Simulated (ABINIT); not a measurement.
# Quasiparticle gap of GaN (F-43m) in ABINIT, part 2 of 3

Aim: the G0W0 gap of GaN (F-43m) on PBE, step by step.

ABINIT 10.8.3; PBE and many-body steps on it, plane waves. Known limits of the many-body steps: not at the basis limit; no spin-orbit coupling.

So far. Step 2 (Ground state): The gap is direct, at Γ.

### 3. Bands along the symmetry lines

Level of this step: DFT, PBE, plane waves, norm-conserving pseudopotentials (ABINIT).

The cheap functional maps the bands first; the places of the edges decide which points the dearer methods must see.

Contents of run.abi:

```
acell 3*1.0 Angstrom
rprim 
  0.000000000000 2.253500607500 2.253500607500
  2.253500607500 0.000000000000 2.253500607500
  2.253500607500 2.253500607500 0.000000000000
ntypat 2
znucl 31 7
natom 2
typat 1 2
xred 
  0.000000000000 0.000000000000 0.000000000000
  0.750000000000 0.750000000000 0.750000000000
pp_dirpath "pseudos"
pseudos "Ga.upf, N.upf"
ecut 45
iscf -2
irdden 1
kptopt 0
nkpt 50
kpt 
  0.00000000 0.00000000 0.00000000
  -0.06250000 -0.06250000 0.00000000
  -0.12500000 -0.12500000 0.00000000
  -0.18750000 -0.18750000 0.00000000
  -0.25000000 -0.25000000 0.00000000
  -0.31250000 -0.31250000 0.00000000
  -0.37500000 -0.37500000 0.00000000
  -0.43750000 -0.43750000 0.00000000
  -0.50000000 -0.50000000 0.00000000
  -0.48437500 -0.48437500 0.03125000
  -0.46875000 -0.46875000 0.06250000
  -0.45312500 -0.45312500 0.09375000
  -0.43750000 -0.43750000 0.12500000
  -0.42187500 -0.42187500 0.15625000
  -0.40625000 -0.40625000 0.18750000
  -0.39062500 -0.39062500 0.21875000
  -0.37500000 -0.37500000 0.25000000
  -0.37500000 0.00000000 0.37500000
  -0.32812500 0.00000000 0.32812500
  -0.28125000 0.00000000 0.28125000
  -0.23437500 0.00000000 0.23437500
  -0.18750000 0.00000000 0.18750000
  -0.14062500 0.00000000 0.14062500
  -0.09375000 0.00000000 0.09375000
  -0.04687500 0.00000000 0.04687500
  0.00000000 0.00000000 0.00000000
  0.00000000 0.00000000 0.06250000
  0.00000000 0.00000000 0.12500000
  0.00000000 0.00000000 0.18750000
  0.00000000 0.00000000 0.25000000
  0.00000000 0.00000000 0.31250000
  0.00000000 0.00000000 0.37500000
  0.00000000 0.00000000 0.43750000
  0.00000000 0.00000000 0.50000000
  -0.06250000 -0.03125000 0.46875000
  -0.12500000 -0.06250000 0.43750000
  -0.18750000 -0.09375000 0.40625000
  -0.25000000 -0.12500000 0.37500000
  -0.31250000 -0.15625000 0.34375000
  -0.37500000 -0.18750000 0.31250000
  -0.43750000 -0.21875000 0.28125000
  -0.50000000 -0.25000000 0.25000000
  -0.50000000 -0.28125000 0.21875000
  -0.50000000 -0.31250000 0.18750000
  -0.50000000 -0.34375000 0.15625000
  -0.50000000 -0.37500000 0.12500000
  -0.50000000 -0.40625000 0.09375000
  -0.50000000 -0.43750000 0.06250000
  -0.50000000 -0.46875000 0.03125000
  -0.50000000 -0.50000000 0.00000000
istwfk *1
nband 20
nbdbuf 2
tolwfr 1e-08
nstep 40
prtwf 0
prtvol 0
indata_prefix "in"
outdata_prefix "out"
tmpdata_prefix "tmp"
```

On the command line:

```sh
> OMP_NUM_THREADS=1 mpirun -n 4 abinit run.abi > log
```

Numbers of over 12 decimals in the logs are rounded to 6 here.

The program printed:

```text
.Version 10.8.3 of ABINIT. v10.8.2 released Aug 2026.

 Symmetries : space group F-4 3 m (#216); Bravais cF (face-center cubic)
[... echo of the input left out ...]
== DATASET  1 ==================================================================
-   mpi_nproc: 4, omp_nthreads: 1 (-1 if OMP is not activated)

--- !DatasetInfo
iteration_state: {dtset: 1, }
dimensions: {natom: 2, nkpt: 50, mband: 20, nsppol: 1, nspinor: 1, nspden: 1, mpw: 2252, }
cutoff_energies: {ecut:  45.0, pawecutdg:  -1.0, }
electrons: {nelect:   2.60000000E+01, charge:   0.00000000E+00, occopt:   1.00000000E+00, tsmear:   1.00000000E-02, }

 Real(R)+Recip(G) space primitive vectors, cartesian coordinates (Bohr,Bohr^-1):
 R(1)=  0.0000000  4.2584990  4.2584990  G(1)= -0.1174123  0.1174123  0.1174123
 R(2)=  4.2584990  0.0000000  4.2584990  G(2)=  0.1174123 -0.1174123  0.1174123
 R(3)=  4.2584990  4.2584990  0.0000000  G(3)=  0.1174123  0.1174123 -0.1174123
 Unit cell volume ucvol=  1.5445417E+02 bohr^3
 Angles (23,13,12)=  6.00000000E+01  6.00000000E+01  6.00000000E+01 degrees

 getcut: wavevector=  0.0000  0.0000  0.0000  ngfft=  40  40  40
         ecut(hartree)=     45.000   => boxcut(ratio)=   2.19947

--- Pseudopotential description ------------------------------------------------
- Ga Generated using ONCVPSP code by D. R. Hamann
- 31.00000  21.00000  171031                  znucl, zion, pspdat
12 -101130 2 -1 1902                          pspcod,pspxc,lmax,lloc,mmax
     nproj     2     2     2
  pspatm : epsatm=   21.85474337
         --- l  ekb(1:nproj) -->
             0    4.962806   -1.220223
             1   -5.679278   -1.350476
             2  -10.596651   -3.839775
 pspatm: atomic psp has been read  and splines computed

- N Generated using ONCVPSP code by D. R. Hamann
-  7.00000   5.00000  171031                  znucl, zion, pspdat
12 -101130 1 -1 1058                          pspcod,pspxc,lmax,lloc,mmax
     nproj     2     2     0
  pspatm : epsatm=    5.20977870
         --- l  ekb(1:nproj) -->
[...]
pspatm: atomic psp has been read  and splines computed

--------------------------------------------------------------------------------

================================================================================
 prteigrs : about to open file out_EIG
 Non-SCF case, kpt    1 (  0.00000  0.00000  0.00000), residuals and eigenvalues=
  6.16E-09  2.21E-09  5.89E-09  4.31E-09  6.48E-09  3.93E-09  9.46E-09  4.81E-09
  2.27E-09  9.65E-09  3.55E-09  4.77E-09  9.11E-09  1.89E-09  3.87E-09  4.61E-09
  3.44E-09  3.94E-09  2.71E-09  6.69E-07
 -4.9767E+00 -3.1639E+00 -3.1639E+00 -3.1639E+00 -3.3240E-01 -2.4568E-01
 -2.4568E-01 -2.4568E-01 -2.3446E-01 -2.3446E-01  2.5220E-01  2.5220E-01
  2.5220E-01  3.1643E-01  6.3289E-01  6.3289E-01  6.3289E-01  8.9971E-01
  9.4408E-01  9.4408E-01
 Non-SCF case, kpt    2 ( -0.06250 -0.06250  0.00000), residuals and eigenvalues=
[...]
9.2370E-01  9.5422E-01
 Non-SCF case, kpt    3 ( -0.12500 -0.12500  0.00000), residuals and eigenvalues=
[...]
6.02E-09  5.62E-09  1.91E-04  7.50E-04
[...]
9.7579E-01  9.8704E-01
[...]
Non-SCF case, kpt   49 ( -0.50000 -0.46875  0.03125), residuals and eigenvalues=
[...]
1.0535E+00  1.1667E+00
 Non-SCF case, kpt   50 ( -0.50000 -0.50000  0.00000), residuals and eigenvalues=
[...]
-2.3489E-01 -2.3489E-01 -2.3158E-01 -1.7018E-01  2.7425E-02  1.5326E-01
  1.5326E-01  3.7646E-01  4.9813E-01  6.8249E-01  7.6536E-01  7.6536E-01
  1.0510E+00  1.1645E+00

--- !ResultsGS
iteration_state: {dtset: 1, }
comment   : Summary of ground state results
lattice_vectors:
- [  0.0000000,   4.2584990,   4.2584990, ]
- [  4.2584990,   0.0000000,   4.2584990, ]
- [  4.2584990,   4.2584990,   0.0000000, ]
lattice_lengths: [   6.02243,    6.02243,    6.02243, ]
lattice_angles: [ 60.000,  60.000,  60.000, ] # degrees, (23, 13, 12)
lattice_volume:   1.5445417E+02
convergence: {deltae:  0.000E+00, res2:  0.000E+00, residm:  9.985E-09, diffor:  0.000E+00, }
etotal    :  -2.58718230E+02
entropy   :   0.00000000E+00
fermie    :   2.52201327E-01
cartesian_stress_tensor: null
pressure_GPa: null
xred      :
- [  0.0000E+00,   0.0000E+00,   0.0000E+00, Ga]
- [  7.5000E-01,   7.5000E-01,   7.5000E-01,  N]
cartesian_forces: null
force_length_stats: {min: null, max: null, mean: null, }

 Integrated electronic density in atomic spheres:
 ------------------------------------------------
 Atom  Sphere_radius  Integrated_density
[...]
================================================================================

 ----iterations are completed or convergence reached----

 Mean square residual over all n,k,spin=   45.208E-10; max=  99.852E-10
 reduced coordinates (array xred) for    2 atoms
       0.000000000000      0.000000000000      0.000000000000
       0.750000000000      0.750000000000      0.750000000000

 cartesian coordinates (angstrom) at end:
[...]
length scales=  1.889726125908  1.889726125908  1.889726125908 bohr
              =  1.000000000000  1.000000000000  1.000000000000 angstroms
 prteigrs : about to open file out_EIG
 Eigenvalues (hartree) for nkpt=  50  k points:
 kpt#   1, nband= 20, wtk=  1.00000, kpt=  0.0000  0.0000  0.0000 (reduced coord)
[...]
kpt#   2, nband= 20, wtk=  1.00000, kpt= -0.0625 -0.0625  0.0000 (reduced coord)
[...]
kpt#   3, nband= 20, wtk=  1.00000, kpt= -0.1250 -0.1250  0.0000 (reduced coord)
[...]
kpt#  49, nband= 20, wtk=  1.00000, kpt= -0.5000 -0.4687  0.0313 (reduced coord)
[...]
0.76058    0.76644    1.05353    1.16674
 kpt#  50, nband= 20, wtk=  1.00000, kpt= -0.5000 -0.5000  0.0000 (reduced coord)
  -4.97665   -3.16398   -3.16387   -3.16387   -0.29517   -0.24278   -0.23489   -0.23489
  -0.23158   -0.17018    0.02742    0.15326    0.15326    0.37646    0.49813    0.68249
   0.76536    0.76536    1.05095    1.16446

== END DATASET(S) ==============================================================
================================================================================

 -outvars: echo values of variables after computation  --------
            nband          20
             nkpt          50
          spgroup         216
 [... the other variables as echoed above ...]

 Calculation completed.
```

It took 12 s on 4 MPI ranks of Arm Neoverse V1, shared host; peak memory 0.27 GiB.

This step gave:

```
gap                        : 1.748 eV
k of the valence top       : 0, 0, 0
k of the conduction bottom : 0, 0, 0
least direct gap           : 1.748 eV
```

The gap is 1.748 eV, as in the run before at this level.

Electronic bands along the path, in eV, zero at the top of the highest filled band:

```csv
point,band 10,band 11,band 12,band 13,band 14,band 15,band 16,band 17
Γ,-13.24,0.00,0.00,0.00,1.75,10.36,10.36,10.36
halfway,-13.02,-3.42,-1.48,-1.48,4.59,7.43,11.64,12.03
X,-11.49,-6.12,-2.69,-2.69,3.38,6.69,11.71,13.96
halfway,-11.42,-6.02,-3.33,-2.55,3.97,7.14,11.58,13.60
U,-11.34,-5.85,-4.24,-2.16,5.02,7.87,11.08,12.86
jump to K,-11.34,-5.85,-4.24,-2.16,5.02,7.87,11.08,12.86
halfway,-12.86,-4.19,-2.11,-0.53,5.23,8.52,9.65,11.19
Γ,-13.24,0.00,0.00,0.00,1.75,10.36,10.36,10.36
halfway,-13.16,-3.85,-0.52,-0.52,4.08,8.81,10.81,10.81
L,-11.94,-7.02,-0.96,-0.96,4.67,8.73,10.41,10.41
halfway,-11.62,-6.40,-2.99,-1.76,6.65,7.04,10.11,11.73
W,-11.22,-5.68,-3.68,-3.62,6.24,8.39,10.30,11.14
halfway,-11.35,-5.93,-3.20,-3.17,4.60,7.49,11.47,12.28
X,-11.49,-6.12,-2.69,-2.69,3.38,6.69,11.71,13.96
```

The electronic bands as a text plot (rows in eV, shown from -8.0 to 7.7 only):

```
    7.4 |     ++       +++  ++                       + +     ++
    6.8 |       +++++++     ++                        ++       ++
    6.1 |                  +  ++                     +  ++++
    5.5 |                       +                   +       +
    4.8 |     ++         ++                    +++++         +
    4.1 |    +  +++    ++        ++         +++               +
    3.5 |  ++      ++++            ++      +                   ++
    2.8 |                                ++
    2.2 | +                          +  +
    1.5 |+                            ++
    0.9 |
    0.2 |*                         ******
   -0.5 | ***                   ******  *******
   -1.1 |    *              **** **            *******
   -1.8 |  ** ****         *       **    **         * *
   -2.4 |    *    *********     *          *         * **       *
   -3.1 |             **      ** **                   *  *   ***
   -3.7 |     **        *   **              *          ******
   -4.4 |       **       ***    *
   -5.0 |         *           **             **
   -5.7 |          **  *******                 *        *******
   -6.4 |            **                              ***       **
   -7.0 |                                       *****
   -7.7 |
         Γ           X  U|K            Γ         L        W     X
```

### 4. Empty states on the mesh, 6×6×6 mesh, 72 bands

The sums over transitions need many empty states on a uniform mesh; this step solves for them.

Contents of run.abi:

```
acell 3*1.0 Angstrom
rprim 
  0.000000000000 2.253500607500 2.253500607500
  2.253500607500 0.000000000000 2.253500607500
  2.253500607500 2.253500607500 0.000000000000
ntypat 2
znucl 31 7
natom 2
typat 1 2
xred 
  0.000000000000 0.000000000000 0.000000000000
  0.750000000000 0.750000000000 0.750000000000
pp_dirpath "pseudos"
pseudos "Ga.upf, N.upf"
ecut 45
ngkpt 6 6 6
nshiftk 1
shiftk 0 0 0
kptopt 1
chksymbreak 0
irdden 1
istwfk *1
nband 72
prtvol 0
optdriver 6
gwr_task "HDIAGO"
paral_kgb 0
occopt 1
indata_prefix "in"
outdata_prefix "out"
tmpdata_prefix "tmp"
```

The program printed:

```text
[banner, memory and clock lines left out]
.Version 10.8.3 of ABINIT. v10.8.2 released Aug 2026.

 Symmetries : space group F-4 3 m (#216); Bravais cF (face-center cubic)
[... echo of the input left out ...]
== DATASET  1 ==================================================================
-   mpi_nproc: 4, omp_nthreads: 1 (-1 if OMP is not activated)

--- !DatasetInfo
iteration_state: {dtset: 1, }
dimensions: {natom: 2, nkpt: 16, mband: 72, nsppol: 1, nspinor: 1, nspden: 1, mpw: 2252, }
cutoff_energies: {ecut:  45.0, pawecutdg:  -1.0, }
electrons: {nelect:   2.60000000E+01, charge:   0.00000000E+00, occopt:   1.00000000E+00, tsmear:   1.00000000E-02, }

.Using double precision arithmetic; gwpc =  8

- Reading GS density from: in_DEN

--- Pseudopotential description ------------------------------------------------
- Ga Generated using ONCVPSP code by D. R. Hamann
- 31.00000  21.00000  171031                  znucl, zion, pspdat
12 -101130 2 -1 1902                          pspcod,pspxc,lmax,lloc,mmax
     nproj     2     2     2
  pspatm : epsatm=   21.85474337
         --- l  ekb(1:nproj) -->
             0    4.962806   -1.220223
             1   -5.679278   -1.350476
             2  -10.596651   -3.839775
 pspatm: atomic psp has been read  and splines computed

- N Generated using ONCVPSP code by D. R. Hamann
-  7.00000   5.00000  171031                  znucl, zion, pspdat
12 -101130 1 -1 1058                          pspcod,pspxc,lmax,lloc,mmax
     nproj     2     2     0
  pspatm : epsatm=    5.20977870
         --- l  ekb(1:nproj) -->
             0    7.494509    0.636305
             1   -4.293905   -1.006988
 pspatm: atomic psp has been read  and splines computed

   7.03677574E+02                                ecore*ucvol(ha*bohr**3)

 Total charge density [el/Bohr^3]
)     Maximum=    6.4955E+00  at reduced coord.    0.9500    0.9750    0.9750
)     Minimum=    5.4195E-03  at reduced coord.    0.5000    0.5000    0.5000
   Integrated=    2.6000E+01

 === KS gaps after direct diagonalization ===
 Direct band gap semiconductor
 Fundamental gap:     1.748 (eV)
   VBM:     6.863 (eV) at k: [ 0.0000E+00,  0.0000E+00,  0.0000E+00]
   CBM:     8.611 (eV) at k: [ 0.0000E+00,  0.0000E+00,  0.0000E+00]
 Direct gap:         1.748 (eV) at k: [ 0.0000E+00,  0.0000E+00,  0.0000E+00]

== END DATASET(S) ==============================================================

 -outvars: echo values of variables after computation  --------
           etotal      0.0000000000E+00
            nband          72
             nkpt          16
          spgroup         216
 [... the other variables as echoed above ...]

 Calculation completed.
```

The job ended after 41 s (4 MPI ranks; peak memory 1.3 GiB; 2.7 min of CPU time).

Numbers from this step:

- gap: 1.748 eV
- k of the valence top: 0, 0, 0
- k of the conduction bottom: 0, 0, 0
- least direct gap: 1.748 eV
- k points computed: 16
- lowest point of the top converged band, above the valence top: 77.5009 eV

On this mesh the gap is 1.748 eV.

### 5. Screening, 6×6×6 mesh, 64 bands, screening to 163.3 eV

The RPA dielectric matrix is built and inverted for each q.

This step: RPA screening on PBE, plane waves, norm-conserving pseudopotentials.

Edit run.abi of step 4 so:

```diff
@@ -20,10 +20,11 @@
 chksymbreak 0
-irdden 1
 istwfk *1
-nband 72
-prtvol 0
-optdriver 6
-gwr_task "HDIAGO"
-paral_kgb 0
 occopt 1
+irdwfk 1
+optdriver 3
+nband 64
+ecuteps 6
+inclvkb 2
+awtr 1
+symchi 1
 indata_prefix "in"
```

The program printed:

```text
.Version 10.8.3 of ABINIT. v10.8.2 released Aug 2026.

 Symmetries : space group F-4 3 m (#216); Bravais cF (face-center cubic)
[... echo of the input left out ...]
== DATASET  1 ==================================================================
-   mpi_nproc: 4, omp_nthreads: 1 (-1 if OMP is not activated)

--- !DatasetInfo
iteration_state: {dtset: 1, }
dimensions: {natom: 2, nkpt: 16, mband: 64, nsppol: 1, nspinor: 1, nspden: 1, mpw: 2252, }
cutoff_energies: {ecut:  45.0, pawecutdg:  -1.0, }
electrons: {nelect:   2.60000000E+01, charge:   0.00000000E+00, occopt:   1.00000000E+00, tsmear:   1.00000000E-02, }

 SCREENING: Calculation of the susceptibility and dielectric matrices

 Based on a program developped by R.W. Godby, V. Olevano, G. Onida, and L. Reining.
 Incorporated in ABINIT by V. Olevano, G.-M. Rignanese, and M. Torrent.
.Using double precision arithmetic ; gwpc =  8

[... cell and pseudopotentials left out ...]
--------------------------------------------------------------------------------

 ==== K-mesh for the wavefunctions ====
 Number of points in the irreducible wedge :    16
[... list of points left out ...]
 Together with 24 symmetry operations and time-reversal symmetry
 yields   216 points in the full Brillouin Zone.

 ==== Q-mesh for the screening function ====
 Number of points in the irreducible wedge :    16
[... list of points left out ...]
 Together with 24 symmetry operations and time-reversal symmetry
 yields   216 points in the full Brillouin Zone.

 setmesh: FFT mesh size selected  =    25x   25x   25
          total number of points  =        15625

 vcoul_init : cutoff-mode = AUXILIARY_FUNCTION
 q-points for optical limit:   1
     1)      0.000010    0.000020    0.000030

- screening: taking advantage of time-reversal symmetry
- Maximum band index for partially occupied states nbvw = 13
- Remaining bands to be divided among processors   nbcw = 51
- Number of bands treated by each node ~12

 Number of electrons calculated from density =   26.0000; Expected =   26.0000
 average of density, n =  0.168335
 r_s =    1.1235
 omega_plasma =   39.5770 [eV]

 calculating chi0 at frequencies [eV] :
  1    0.000000E+00    0.000000E+00
  2    0.000000E+00    3.957696E+01

--------------------------------------------------------------------------------
  q-point number  1        q = ( 0.000000, 0.000000, 0.000000) [r.l.u.]
--------------------------------------------------------------------------------
[... chi0 elements left out ...]
 For q-point:  0.000010 0.000020 0.000030
  dielectric constant =   6.4067
  dielectric constant without local fields =   6.8580

  Average fulfillment of the sum rule on Im[epsilon] for q-point    1 :     38.33  [%]
[... wings left out ...]
  q-point number  2        q = ( 0.166667, 0.000000, 0.000000) [r.l.u.]
--------------------------------------------------------------------------------
[... chi0 elements left out ...]
  Average fulfillment of the sum rule on Im[epsilon] for q-point    2 :     51.03  [%]

 [... 14 further q-points ...]
```

Elapsed: 53 s, on 4 MPI ranks; peak memory 0.78 GiB; 3.5 min of CPU time.

Numbers from this step:

```yaml
eps_infinity_with_local_fields_on_this_mesh_along_the_program_s_q_direction: 6.407
the_same_without_local_fields: 6.858
plasma_frequency: 39.58 eV
plane_waves_in_the_screening_matrix: 113
```

Local fields lower ε∞ by 7 %.

(Part 2 of 3 ends here.)

[Paths, hosts, dates, memory and timing lines, banners, echoed tables and standing remarks are left out of the program output.]

[Logs are printed without paths, hosts, clocks, repeated set-up lines and the standing remarks that a program may print on its own settings, such as how far it seeks lower states.]

[Runs of the session that timed out or met a known fault of the program may be left out.]

[No measured gap is set beside runs whose start may be inverted or whose files or cutoffs have a known fault.]

[Hosts, paths, dates, database ids (printed as entryN), source tags and the programs' standing remarks are cut or masked in the printed files.]

[G0W0 gaps are taken among the corrected bands and points alone; a level outside them can change the order at an edge.]

[Where Ansatz stands beside ABINIT at settings called matched, ABINIT's density can come from a denser mesh and the files from another edition; pairs whose starting gaps differed by over 0.03 eV were left out, so agreement reads better than it is.]
